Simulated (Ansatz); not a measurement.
An input for Ansatz 0.2.0 (YCrB4 (Pbam)):

```yaml
crystal:
  lattice:
    - [5.972, 0.0, 0.0]
    - [0.0, 11.46, 0.0]
    - [0.0, 0.0, 3.461]
  atoms:
    - { symbol: "Y", position: [0.1241200582, 0.1503666462, 0.0] }
    - { symbol: "Y", position: [0.8758799418, 0.8496333538, 0.0] }
    - { symbol: "Y", position: [0.6241200582, 0.3496333538, 0.0] }
    - { symbol: "Y", position: [0.3758799418, 0.6503666462, 0.0] }
    - { symbol: Cr, position: [0.1201299701, 0.4217788391, 0.0] }
    - { symbol: Cr, position: [0.8798700299, 0.5782211609, 0.0] }
    - { symbol: Cr, position: [0.6201299701, 0.0782211609, 0.0] }
    - { symbol: Cr, position: [0.3798700299, 0.9217788391, 0.0] }
    - { symbol: B, position: [0.2788787008, 0.3166664432, 0.5] }
    - { symbol: B, position: [0.7211212992, 0.6833335568, 0.5] }
    - { symbol: B, position: [0.7788787008, 0.1833335568, 0.5] }
    - { symbol: B, position: [0.2211212992, 0.8166664432, 0.5] }
    - { symbol: B, position: [0.4755978654, 0.19122572, 0.5] }
    - { symbol: B, position: [0.5244021346, 0.80877428, 0.5] }
    - { symbol: B, position: [0.9755978654, 0.30877428, 0.5] }
    - { symbol: B, position: [0.0244021346, 0.69122572, 0.5] }
    - { symbol: B, position: [0.3876900757, 0.0465439879, 0.5] }
    - { symbol: B, position: [0.6123099243, 0.9534560121, 0.5] }
    - { symbol: B, position: [0.8876900757, 0.4534560121, 0.5] }
    - { symbol: B, position: [0.1123099243, 0.5465439879, 0.5] }
    - { symbol: B, position: [0.3611603249, 0.4674623973, 0.5] }
    - { symbol: B, position: [0.6388396751, 0.5325376027, 0.5] }
    - { symbol: B, position: [0.8611603249, 0.0325376027, 0.5] }
    - { symbol: B, position: [0.1388396751, 0.9674623973, 0.5] }
kpoints:
  mp_grid: { grid: [2, 2, 4] }
  band_path:
    path:
      - [0.0, 0.0, 0.0]
      - [0.5, 0.0, 0.0]
      - [0.5, 0.5, 0.0]
      - [0.0, 0.5, 0.0]
      - [0.0, 0.0, 0.5]
      - [0.5, 0.0, 0.5]
      - [0.5, 0.5, 0.5]
      - [0.0, 0.5, 0.5]
      - [0.25, 0.0, 0.0]
      - [0.0, 0.0, 0.3333333333]
    npoints: 1
hamiltonian:
  xc: hse06
scf:
  occupations: { method: fixed }
  n_extra_bands: 12
output:
  eigenvalues: true
```

```sh
ansatz run input.yaml --threads 24 --pin off --max-ram 82944MiB --backend cuda --events-out ev --progress --plain --runs-dir out --devices 1 --max-vram 78GiB
```

**Question.** Estimate wall time and host memory on 1 × NVIDIA GB200 (shared by 2 runs) with 24 threads of Arm Neoverse V2, shared host.

It took 17 s; on shared hardware allow 8.3 s to 33 s. Peak host memory was 2.2 GiB. The sizes that set the cost: 4603 plane waves a state, 12 irreducible k points and 22 SCF cycles.

Exact exchange couples every pair of k points and filled bands, so it costs far more than a semilocal run.

[Paths, hosts, dates, memory and timing lines, banners, echoed tables and standing remarks are left out of the program output.]

[Logs are printed without paths, hosts, clocks, repeated set-up lines and the standing remarks that a program may print on its own settings, such as how far it seeks lower states.]

[Runs of the session that timed out or met a known fault of the program may be left out.]

[Cells called generated may have been cut or substituted from an entry of the Crystallography Open Database or the Materials Project.]

[Hosts, paths, dates, database ids (printed as entryN), source tags and the programs' standing remarks are cut or masked in the printed files.]
